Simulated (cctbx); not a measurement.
# Hf2TlPt: solution and refinement

Cell a = 6.2530 Å, b = 6.2530 Å, c = 8.7940 Å, α = 90.00°, β = 90.00°, γ = 90.00°; space group I4/mcm (no. 140); content Tl4 Pt4 Hf8.

The data are simulated with cctbx, not measured: Mo Kα, λ = 0.71073 Å, to d = 0.7 Å, 50 % of the full sphere, strongest reflection 40000 counts, noise from counting, a 4 % proportional error and a noise floor of 4 counts (s.d.); no absorption.

Charge flipping in P1 on normalised amplitudes to 0.8 Å, δ = 1.2 σ, 10 % of the reflections treated as weak, 100 cycles:

```text
cycle      R  skewness
    0  0.524     0.36
    8  0.408     2.58
   16  0.406     2.52
   24  0.405     2.35
   32  0.367     2.29
   40  0.379     2.26
   48  0.366     2.22
   56  0.369     2.29
   64  0.371     2.22
   72  0.359     2.24
   80  0.374     2.29
   88  0.362     2.19
   96  0.377     2.12
origin shift          correlation  skewness
 0.418  0.235  0.331      0.973      5.82
 0.167  0.485  0.081      0.971      4.54
 0.418  0.734  0.081      0.972      4.01
 0.168 -0.015  0.331      0.971      3.88
taken: symmetry correlation 0.973, skewness 5.82
peak      x       y       z  mult  height/sigma
Q1    0.2281  0.2719  0.0000    8     14.5
Q2    0.0000  0.5000  0.2500    4      7.8
Q3    0.0000  0.0000  0.2500    4      7.1
Q4    0.1482  0.1421  0.0756   32      1.4
Q5    0.1313  0.3687  0.4420   16      1.4
Q6    0.1622  0.3378  0.1094   16      0.8
Q7    0.1370  0.3630  0.3052   16      0.7
Q8    0.1962  0.3038  0.2123   16      0.5
```

The origin is taken among those within 0.04 of the best correlation, by the skewness of the map.

Run time: 0.31 s on 1 thread of Arm Neoverse V2, with other jobs on the host, peak memory 0.08 GiB.

**Question.** Which peaks are atoms, and which elements?

Heights follow Z only loosely here, so the multiplicities, which must add up to the content, decide. First model: Q1 = Hf1 (8 in the cell, height 14.5), Q2 = Tl1 (4 in the cell, height 7.8) and Q3 = Pt1 (4 in the cell, height 7.1). Against the true structure, Q1 is Hf, Q2 is Tl and Q3 is Pt; the other peaks are not atoms.

Least squares on F², isotropic:

```text
Rint 0.032, 156 unique reflections to 0.71 A
cycle     R1     wR2    GooF  max shift (A)
   1  0.2659  0.5664  23.450   0.10213
   2  0.0152  0.0368   1.522   0.00001
final R1 0.0152 wR2 0.0368 GooF 1.522  parameters 4  data/parameter 39.0
atom        x        y        z      Ueq    occ   su(xyz)  su(Uiso or U11)
Hf1    0.21655  0.28345  0.00000   0.0113  1.000  0.00006  0.0002
Tl1    0.00000  0.50000  0.25000   0.0138  1.000  0.00000  0.0002
Pt1    0.00000  0.00000  0.25000   0.0111  1.000  0.00000  0.0002
difference map: max 2.36 min -2.52 rms 0.39
Q1    0.1720  0.2331  0.0000   16    2.48  0.42 A from Hf1
Q2    0.0484  0.4516  0.2480   16    1.62  0.43 A from Tl1
Q3    0.9868  0.2459  0.1041   32    0.97  1.72 A from Hf1
Q4    0.0912  0.1791  0.0846   32    0.94  1.26 A from Hf1
Q5    0.0923  0.4077  0.3299   16    0.87  1.08 A from Tl1
```

Anisotropic refinement:

```text
Rint 0.032, 156 unique reflections to 0.71 A
cycle     R1     wR2    GooF  max shift (A)
   1  0.0152  0.0368   1.543   0.00038
   2  0.0102  0.0252   1.055   0.00000
final R1 0.0102 wR2 0.0252 GooF 1.055  parameters 8  data/parameter 19.5
atom        x        y        z      Ueq    occ   su(xyz)  su(Uiso or U11)
Hf1    0.21651  0.28349  0.00000   0.0112  1.000  0.00004  0.0001
Tl1    0.00000  0.50000  0.25000   0.0137  1.000  0.00000  0.0001
Pt1    0.00000  0.00000  0.25000   0.0111  1.000  0.00000  0.0001
difference map: max 0.87 min -1.02 rms 0.29
Q1    0.1102  0.1556  0.0000   16    0.90  1.04 A from Hf1
Q2    0.0196  0.2443  0.3851   32    0.90  1.81 A from Hf1
Q3    0.1024  0.3976  0.3507   16    0.81  1.27 A from Tl1
Q4    0.0927  0.1876  0.0919   32    0.79  1.27 A from Hf1
Q5    0.2093  0.2093  0.2500   16    0.69  1.85 A from Pt1
Q6    0.1459  0.2686  0.3848   32    0.67  1.37 A from Hf1
```

**Reading.** The refinement ends at R1 = 0.0102, wR2 = 0.0252, GooF = 1.05, with difference density between -1.02 and 0.87 e/Å³. Every site matches the true model in element, within 0.001 Å r.m.s., up to an allowed shift of origin.

True model:

| atom | mult. | x | y | z | Ueq (Å²) |
| --- | --- | --- | --- | --- | --- |
| Tl1 | 4 | 1/2 | 0 | 1/4 | 0.0136 |
| Pt1 | 4 | 0 | 0 | 1/4 | 0.0110 |
| Hf1 | 8 | 0.2166 | 0.2834 | 0 | 0.0112 |

The model is made up (kin elements in a known structure type, no relaxation), so it says nothing on whether the phase exists.

[Middle refinement cycles are left out of these outputs.]

[Logs are printed without paths, hosts, clocks, repeated set-up lines and the standing remarks that a program may print on its own settings, such as how far it seeks lower states.]
